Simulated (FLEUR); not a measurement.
# Fe2B: parallel and opposed starts, part 2 of 2

Does Fe2B prefer parallel or opposed moments?

FLEUR MaX-R8.1; PBEsol; all-electron FLAPW, Dirac cores, scalar-relativistic bands.

So far. Step 2 (Run 1 (ferro ++++)): After 24 cycles the largest moment stands at 1.93 μB.

The database entry behind the starting cell differs from later determinations by our own check (0.1 to 0.3 % short, probably kX units), so it need not match the best structure at ambient conditions.

## (3) Start 2: antiferro ++--

An opposed order shows whether neighbours prefer unlike signs.

Contents of inp.xml:

```
<?xml version="1.0" encoding="UTF-8" standalone="no"?>
<fleurInput fleurInputVersion="0.39">
   <comment>
      Fe2B
   </comment>
   <calculationSetup>
      <cutoffs Kmax="4.0" Gmax="12.0" GmaxXC="12.0" numbands="0"/>
      <scfLoop itmax="90" minDistance="0.00002" maxIterBroyd="15" imix="Anderson" alpha="0.05" precondParam="0.0" spinf="2.0" sdNocoIR="T"/>
      <coreElectrons ctail="T" frcor="F" kcrel="0" coretail_lmax="0"/>
      <xcFunctional name="PBEs" relativisticCorrections="F"/>
      <magnetism jspins="2"/>
      <soc l_soc="F" theta="0.0" phi="0.0" spav="F"/>
      <expertModes spex="0" secvar="F"/>
      <geometryOptimization l_f="F" forcealpha="1.0" forcemix="BFGS" epsdisp="0.00001" epsforce="0.00001"/>
      <ldaU l_linMix="F" mixParam="0.05" spinf="1.0"/>
   </calculationSetup>
   <cell>
      <bzIntegration valenceElectrons="70.0" mode="hist" fermiSmearingEnergy="0.00183747">
         <kPointListSelection listName="default-1"/>
         <xi:include xmlns:xi="http://www.w3.org/2001/XInclude" href="kpts.xml"> </xi:include>
      </bzIntegration>
      <xi:include xmlns:xi="http://www.w3.org/2001/XInclude" href="sym.xml"> </xi:include>
      <bulkLattice scale="1.0">
         <bravaisMatrix>
            <row-1>   -4.8178567546676998     4.8178567546676998     4.0062193841519997</row-1>
            <row-2>    4.8178567546676998    -4.8178567546676998     4.0062193841519997</row-2>
            <row-3>    4.8178567546676998     4.8178567546676998    -4.0062193841519997</row-3>
         </bravaisMatrix>
      </bulkLattice>
   </cell>
   <atomSpecies>
      <species name="Iron (Fe) 2.801" element="Fe" atomicNumber="26">
         <mtSphere radius="2.05" gridPoints="677" logIncrement="0.018"/>
         <atomicCutoffs lmax="8" lnonsphr="6"/>
         <electronConfig flipSpins="F">
            <coreConfig>(1s1/2) (2s1/2) (2p1/2) (2p3/2)</coreConfig>
            <valenceConfig>(3s1/2) (3p1/2) (3p3/2) (4s1/2) (3d3/2) (3d5/2)</valenceConfig>
            <stateOccupation state="(3d3/2)" spinUp="1.4005" spinDown="0.9995"/>
            <stateOccupation state="(3d5/2)" spinUp="3.0" spinDown="0.6"/>
         </electronConfig>
         <energyParameters s="4" p="4" d="3" f="4"/>
         <lo type="SCLO" l="0" n="3" eDeriv="0"/>
         <lo type="SCLO" l="1" n="3" eDeriv="0"/>
      </species>
      <species name="Iron (Fe) -2.801" element="Fe" atomicNumber="26">
         <mtSphere radius="2.05" gridPoints="677" logIncrement="0.018"/>
         <atomicCutoffs lmax="8" lnonsphr="6"/>
         <electronConfig flipSpins="F">
            <coreConfig>(1s1/2) (2s1/2) (2p1/2) (2p3/2)</coreConfig>
            <valenceConfig>(3s1/2) (3p1/2) (3p3/2) (4s1/2) (3d3/2) (3d5/2)</valenceConfig>
            <stateOccupation state="(3d3/2)" spinUp="0.9995" spinDown="1.4005"/>
            <stateOccupation state="(3d5/2)" spinUp="0.6" spinDown="3.0"/>
         </electronConfig>
         <energyParameters s="4" p="4" d="3" f="4"/>
         <lo type="SCLO" l="0" n="3" eDeriv="0"/>
         <lo type="SCLO" l="1" n="3" eDeriv="0"/>
      </species>
      <species name="Boron (B)" element="B" atomicNumber="5">
         <mtSphere radius="1.95" gridPoints="645" logIncrement="0.016"/>
         <atomicCutoffs lmax="8" lnonsphr="6"/>
         <electronConfig flipSpins="F">
            <coreConfig>(1s1/2)</coreConfig>
            <valenceConfig>(2s1/2) (2p1/2) (2p3/2)</valenceConfig>
            <stateOccupation state="(2p1/2)" spinUp="0.166667" spinDown="0.166667"/>
            <stateOccupation state="(2p3/2)" spinUp="0.333333" spinDown="0.333333"/>
         </electronConfig>
         <energyParameters s="2" p="2" d="3" f="4"/>
      </species>
   </atomSpecies>
   <atomGroups>
      <atomGroup species="Iron (Fe) 2.801">
         <relPos label="                   1">.1670000000 -.3330000000 -.1660000000</relPos>
         <relPos label="                   2">.3330000000 .1670000000 1.000/2.000</relPos>
         <force calculate="T" relaxXYZ="TTT"/>
      </atomGroup>
      <atomGroup species="Iron (Fe) -2.801">
         <relPos label="                   3">-.1670000000 .3330000000 .1660000000</relPos>
         <relPos label="                   4">-.3330000000 -.1670000000 1.000/2.000</relPos>
         <force calculate="T" relaxXYZ="TTT"/>
      </atomGroup>
      <atomGroup species="Boron (B)">
         <relPos label="                   5">-1.000/4.000 -1.000/4.000 .0000000000</relPos>
         <relPos label="                   6">1.000/4.000 1.000/4.000 .0000000000</relPos>
         <force calculate="T" relaxXYZ="TTT"/>
      </atomGroup>
   </atomGroups>
   <output dos="F" band="F" slice="F">
      <bandDOS minEnergy="-.5*Htr" maxEnergy="0.5*Htr" sigma="0.015" storeEVData="T"/>
      <plotting iplot="0" polar="F">
         <plot TwoD="T" vec1="  1.0  0.0  0.0" vec2="  0.0  1.0  0.0" vec3="  0.0  0.0  1.0" zero="  0.0  0.0  0.0" file="plot"/>
      </plotting>
      <moessbauerParams electricFieldGradient="F" isomerShift="F" coreHyperfine="F" valenceHyperfine="F"/>
   </output>
</fleurInput>
```

Contents of crystal.txt:

```
Fe2B
&input film=F cartesian=F /
-2.54950000000  2.54950000000  2.12000000000
2.54950000000  -2.54950000000  2.12000000000
2.54950000000  2.54950000000  -2.12000000000
1.8897261246
1.0 1.0 1.0

6
26 0.16700000000  0.66700000000  0.83400000000 : 2.801
26 0.33300000000  0.16700000000  0.50000000000 : 2.801
26 0.83300000000  0.33300000000  0.16600000000 : -2.801
26 0.66700000000  0.83300000000  0.50000000000 : -2.801
5 0.75000000000  0.75000000000  0.00000000000
5 0.25000000000  0.25000000000  0.00000000000

&kpt div1=8 div2=8 div3=8 gamma=T /
```

On the command line:

```
$ OMP_NUM_THREADS=1 inpgen -f crystal.txt > inpgen.log  # inp.xml is then edited as shown
$ OMP_NUM_THREADS=1 mpirun -n 4 fleur_MPI > fleur.log
```

The program printed:

```text
[banner, memory and clock lines left out]
Welcome to FLEUR        (www.flapw.de)
      MaX-Release 8.1          (www.max-centre.eu)

 ========== k-point set info ==========
 Selected k-point list: default-1
 k-point list type: mesh
 0 x 0 x 0
 Number of k points: 96

 ------------Calculation Setup---------------------------
 Number of PE/node        :            4
 Number of OMP-threads    :            1
 k-points in parallel     :            4
 pe's per k-point         :            1
 No of k-point loops      :           24
 Eigenvalue solver        :       lapack
 Number of basis functions:          457
 Approximate size of matrices (H+S) per k-point:         0.006 GB
Nuclear radius smaller than smallest radial mesh point for atom type 3 -- skipping its core isomer shift
 Iteration:     1   Distance:      22.13662777 me/bohr^3
Nuclear radius smaller than smallest radial mesh point for atom type 3 -- skipping its core isomer shift
 Iteration:     2   Distance:      18.57951360 me/bohr^3
Nuclear radius smaller than smallest radial mesh point for atom type 3 -- skipping its core isomer shift
 Iteration:     3   Distance:      16.18473623 me/bohr^3
Nuclear radius smaller than smallest radial mesh point for atom type 3 -- skipping its core isomer shift
 Iteration:     4   Distance:      15.28114447 me/bohr^3
Nuclear radius smaller than smallest radial mesh point for atom type 3 -- skipping its core isomer shift
 Iteration:     5   Distance:       8.46022130 me/bohr^3
Nuclear radius smaller than smallest radial mesh point for atom type 3 -- skipping its core isomer shift
 Iteration:     6   Distance:       8.11153359 me/bohr^3
Nuclear radius smaller than smallest radial mesh point for atom type 3 -- skipping its core isomer shift
 Iteration:     7   Distance:       5.72858465 me/bohr^3
Nuclear radius smaller than smallest radial mesh point for atom type 3 -- skipping its core isomer shift
 Iteration:     8   Distance:       6.70927878 me/bohr^3
Nuclear radius smaller than smallest radial mesh point for atom type 3 -- skipping its core isomer shift
 Iteration:     9   Distance:       2.75400689 me/bohr^3
Nuclear radius smaller than smallest radial mesh point for atom type 3 -- skipping its core isomer shift
 Iteration:    10   Distance:       2.71994117 me/bohr^3
Nuclear radius smaller than smallest radial mesh point for atom type 3 -- skipping its core isomer shift
[... 43 iterations left out ...]
 Iteration:    54   Distance:       0.00007326 me/bohr^3
Nuclear radius smaller than smallest radial mesh point for atom type 3 -- skipping its core isomer shift
 Iteration:    55   Distance:       0.00006382 me/bohr^3
Nuclear radius smaller than smallest radial mesh point for atom type 3 -- skipping its core isomer shift
 Iteration:    56   Distance:       0.00004765 me/bohr^3
Nuclear radius smaller than smallest radial mesh point for atom type 3 -- skipping its core isomer shift
 Iteration:    57   Distance:       0.00002481 me/bohr^3
Nuclear radius smaller than smallest radial mesh point for atom type 3 -- skipping its core isomer shift
 Iteration:    58   Distance:       0.00002392 me/bohr^3
Nuclear radius smaller than smallest radial mesh point for atom type 3 -- skipping its core isomer shift
 Iteration:    59   Distance:       0.00002440 me/bohr^3
Nuclear radius smaller than smallest radial mesh point for atom type 3 -- skipping its core isomer shift
 Iteration:    60   Distance:       0.00002468 me/bohr^3
Nuclear radius smaller than smallest radial mesh point for atom type 3 -- skipping its core isomer shift
 Iteration:    61   Distance:       0.00002439 me/bohr^3
Nuclear radius smaller than smallest radial mesh point for atom type 3 -- skipping its core isomer shift
 Iteration:    62   Distance:       0.00002368 me/bohr^3
Nuclear radius smaller than smallest radial mesh point for atom type 3 -- skipping its core isomer shift
 Iteration:    63   Distance:       0.00001722 me/bohr^3

 ********************************************************************
 Run finished successfully
 Stop message:
   all done
 ********************************************************************

--- out.xml (last complete iteration) ---
<iteration numberForCurrentRun="   63" overallNumber="   63">
         [... left out ...]
         <bandgap value="0.0000008229" units="eV"/>
         <sumValenceSingleParticleEnergies value="-46.9674580343" units="Htr"/>
         <FermiEnergy value="0.4277614564" units="Htr"/>
         <valenceDensity>
            <mtCharges spin="1">
               <mtCharge atomType="1" total="7.6304836" s="1.1241139" p="3.1237213" d="3.3734025" f="0.0078960"/>
               <mtCharge atomType="2" total="6.6883299" s="1.1174109" p="3.1169320" d="2.4443569" f="0.0081415"/>
               <mtCharge atomType="3" total="1.1964426" s="0.4165555" p="0.7087394" d="0.0576180" f="0.0106381"/>
            </mtCharges>
            <mtCharges spin="2">
               <mtCharge atomType="1" total="6.6883281" s="1.1174109" p="3.1169321" d="2.4443551" f="0.0081415"/>
               <mtCharge atomType="2" total="7.6304821" s="1.1241139" p="3.1237212" d="3.3734010" f="0.0078960"/>
               <mtCharge atomType="3" total="1.1964427" s="0.4165556" p="0.7087395" d="0.0576180" f="0.0106381"/>
            </mtCharges>
            <spinDependentCharge spin="1" total="35.0000031" interstitial="3.9694910" mtSpheres="31.0305121"/>
            <spinDependentCharge spin="2" total="34.9999969" interstitial="3.9694911" mtSpheres="31.0305058"/>
            <totalCharge value="70.0000000000"/>
         </valenceDensity>
         [... left out ...]
         <magneticMomentsInMTSpheres units="muBohr">
            <globalMagMoment atomType="1" vec="0.00000   0.00000   0.94216"/>
            <localMagMoment atomType="1" vec="0.00000   0.00000   0.94216"/>
            <globalMagMoment atomType="2" vec="0.00000   0.00000  -0.94215"/>
            <localMagMoment atomType="2" vec="0.00000   0.00000  -0.94215"/>
            <globalMagMoment atomType="3" vec="0.00000   0.00000   0.00000"/>
            <localMagMoment atomType="3" vec="0.00000   0.00000   0.00000"/>
         </magneticMomentsInMTSpheres>
         [... left out ...]
         <totalEnergy value="    -5136.0647546674" units="Htr">
            <sumOfEigenvalues value="    -2955.0630627354">
               <coreElectrons value="-2908.0956047011"/>
               <valenceElectrons value="-46.9674580343"/>
            </sumOfEigenvalues>
            <densityCoulombPotentialIntegral value="-7862.2028740634"/>
            <densityEffectivePotentialIntegral value="-8159.1354278148"/>
            <chargeDenXCDenIntegral value="-226.7866448642"/>
            <FockExchangeEnergyValence value="0.0000000000"/>
            <FockExchangeEnergyCore value="0.0000000000"/>
         [... left out ...]
            <tkbTimesEntropy value="0.0034117309"/>
            <freeEnergy value="-5136.0681663983"/>
            <extrapolationTo0K value="-5136.0664605328"/>
         </totalEnergy>
         <densityConvergence units="me/bohr^3">
            <chargeDensity spin="1" distance="0.0000101775"/>
            <chargeDensity spin="2" distance="0.0000084676"/>
            <overallChargeDensity distance="0.0000073550"/>
            <spinDensity distance="0.0000172182"/>
         </densityConvergence>
      </iteration>
```

Run time: 6.5 min. Hardware: 4 MPI ranks of Intel Xeon Platinum 8375C at 2.90GHz (Ice Lake), shared host; peak memory 0.46 GiB; 26 min of CPU time.

Spin moment in the muffin-tin sphere by atom:

| atom | spin moment in the muffin-tin sphere (μB) |
| --- | --- |
| Fe1 | 0.942 |
| Fe2 | 0.942 |
| Fe3 | -0.942 |
| Fe4 | -0.942 |
| B5 | 0.000 |
| B6 | 0.000 |

Read from the output:

```yaml
free_energy: -139759.5347 eV
program_s_band_gap_on_this_mesh_in_a_metal_only_a_level_spacing: 8.23e-7 eV
magnetization: 0 μB
final_state: antiferromagnetic
```

It lies 201 meV a seeded atom over the first start, and its largest moment is 0.942 μB against 1.93 μB.

## (4) Run 3 (no spin polarisation)

Without spin polarisation no moment can form, so the difference from the other runs is what forming moments gains.

Changes to inp.xml since step 3:

```diff
@@ -10,3 +10,3 @@
       <xcFunctional name="PBEs" relativisticCorrections="F"/>
-      <magnetism jspins="2"/>
+      <magnetism jspins="1"/>
       <soc l_soc="F" theta="0.0" phi="0.0" spav="F"/>
@@ -31,3 +31,3 @@
    <atomSpecies>
-      <species name="Iron (Fe) 2.801" element="Fe" atomicNumber="26">
+      <species name="Iron (Fe)" element="Fe" atomicNumber="26">
          <mtSphere radius="2.05" gridPoints="677" logIncrement="0.018"/>
@@ -37,17 +37,4 @@
             <valenceConfig>(3s1/2) (3p1/2) (3p3/2) (4s1/2) (3d3/2) (3d5/2)</valenceConfig>
-            <stateOccupation state="(3d3/2)" spinUp="1.4005" spinDown="0.9995"/>
-            <stateOccupation state="(3d5/2)" spinUp="3.0" spinDown="0.6"/>
-         </electronConfig>
-         <energyParameters s="4" p="4" d="3" f="4"/>
-         <lo type="SCLO" l="0" n="3" eDeriv="0"/>
-         <lo type="SCLO" l="1" n="3" eDeriv="0"/>
-      </species>
-      <species name="Iron (Fe) -2.801" element="Fe" atomicNumber="26">
-         <mtSphere radius="2.05" gridPoints="677" logIncrement="0.018"/>
-         <atomicCutoffs lmax="8" lnonsphr="6"/>
-         <electronConfig flipSpins="F">
-            <coreConfig>(1s1/2) (2s1/2) (2p1/2) (2p3/2)</coreConfig>
-            <valenceConfig>(3s1/2) (3p1/2) (3p3/2) (4s1/2) (3d3/2) (3d5/2)</valenceConfig>
-            <stateOccupation state="(3d3/2)" spinUp="0.9995" spinDown="1.4005"/>
-            <stateOccupation state="(3d5/2)" spinUp="0.6" spinDown="3.0"/>
+            <stateOccupation state="(3d3/2)" spinUp="1.200000" spinDown="1.200000"/>
+            <stateOccupation state="(3d5/2)" spinUp="1.800000" spinDown="1.800000"/>
          </electronConfig>
@@ -70,8 +57,5 @@
    <atomGroups>
-      <atomGroup species="Iron (Fe) 2.801">
+      <atomGroup species="Iron (Fe)">
          <relPos label="                   1">.1670000000 -.3330000000 -.1660000000</relPos>
          <relPos label="                   2">.3330000000 .1670000000 1.000/2.000</relPos>
-         <force calculate="T" relaxXYZ="TTT"/>
-      </atomGroup>
-      <atomGroup species="Iron (Fe) -2.801">
          <relPos label="                   3">-.1670000000 .3330000000 .1660000000</relPos>
```

Contents of crystal.txt:

```
Fe2B
&input film=F cartesian=F /
-2.54950000000  2.54950000000  2.12000000000
2.54950000000  -2.54950000000  2.12000000000
2.54950000000  2.54950000000  -2.12000000000
1.8897261246
1.0 1.0 1.0

6
26 0.16700000000  0.66700000000  0.83400000000
26 0.33300000000  0.16700000000  0.50000000000
26 0.83300000000  0.33300000000  0.16600000000
26 0.66700000000  0.83300000000  0.50000000000
5 0.75000000000  0.75000000000  0.00000000000
5 0.25000000000  0.25000000000  0.00000000000

&kpt div1=8 div2=8 div3=8 gamma=T /
```

The program printed:

```text
[banner, memory and clock lines left out]
Welcome to FLEUR        (www.flapw.de)
      MaX-Release 8.1          (www.max-centre.eu)

 ========== k-point set info ==========
 Selected k-point list: default-1
 k-point list type: mesh
 0 x 0 x 0
 Number of k points: 60

 [... set-up left out ...]
 Iteration:     1   Distance:      21.26230667 me/bohr^3
Nuclear radius smaller than smallest radial mesh point for atom type 2 -- skipping its core isomer shift
 Iteration:     2   Distance:      16.95111851 me/bohr^3
[...]
<FermiEnergy value="0.4247790936" units="Htr"/>
         [... left out ...]
         <totalEnergy value="    -5136.0636769683" units="Htr">
            <sumOfEigenvalues value="    -2955.1740284108">
               <coreElectrons value="-2908.1864866140"/>
               <valenceElectrons value="-46.9875417968"/>
            </sumOfEigenvalues>
         [... left out ...]
            <freeEnergy value="-5136.0676319863"/>
            <extrapolationTo0K value="-5136.0656544773"/>
         </totalEnergy>
         <densityConvergence units="me/bohr^3">
            <chargeDensity spin="1" distance="0.0000070285"/>
         </densityConvergence>
      </iteration>
```

Run time: 25 s. Hardware: 4 MPI ranks; peak memory 0.25 GiB; 98 s of CPU time.

Read from the output:

- free energy: -139759.5201 eV
- program's band gap on this mesh (in a metal only a level spacing): 9.55e-4 eV
- final state: non-magnetic (no spin polarisation)

It lies 205 meV a seeded atom over the first start.

## (5) The states side by side

Free energies are divided by the number of seeded atoms.

Orders:

```csv
start,final state,typed order kept,energy over the lowest (meV a seeded atom),largest sphere moment (μB),net moment (μB a primitive cell),mesh matched,CPU time (s)
ferro ++++,"ferromagnetic, with opposed induced moments",yes,0,1.927,7.374,yes,250.5
antiferro ++--,antiferromagnetic,yes,201.4,0.9422,0,yes,1561
no spin polarisation,non-magnetic,-,205.1,0,0,yes,98.08
```

## (6) What came out

```json
{
 "lowest state found": "ferromagnetic (typed ferro ++++)",
 "largest site spin moment": "1.93 μB",
 "next finished state": "antiferromagnetic, 201 meV a seeded atom higher",
 "energy gained by spin polarisation": "205 meV a seeded atom"
}
```

**Reading.** The lowest state found is ferromagnetic, reached from the start ferro ++++, with moments up to 1.93 μB. The next finished state costs 201 meV a seeded atom. This is the lowest of 3 finished starts, no proof of the ground state. With 4 seeded atoms in the first cell, sign patterns within that cell may remain untried. Computed site moments are spin alone, inside the muffin-tin sphere; measured ones also hold the orbital part and what lies outside the sphere, and fluctuations can lower them.

Calculation against experiment:

| quantity | measured | PBEsol |
| --- | --- | --- |
| moment (Fe) (μB) | 1.9 | 1.93 (+1.4 %) |

Measured values from arxiv:2104.13724 (2021).

**Verdict.** The moment is off by +1.4 %. No cell relaxation is part of this session.

[Logs and program files are shortened in this print: banners, set-up blocks, solver, clock and traceback lines can be left out without a mark of their own.]

[Logs are printed without paths, hosts, clocks, repeated set-up lines and the standing remarks that a program may print on its own settings, such as how far it seeks lower states.]

[Hosts, paths, dates, database ids (printed as entryN), source tags and the programs' standing remarks are cut or masked in the printed files.]

[Where a cell is said to come from a database of computed structures, the database is the Materials Project.]
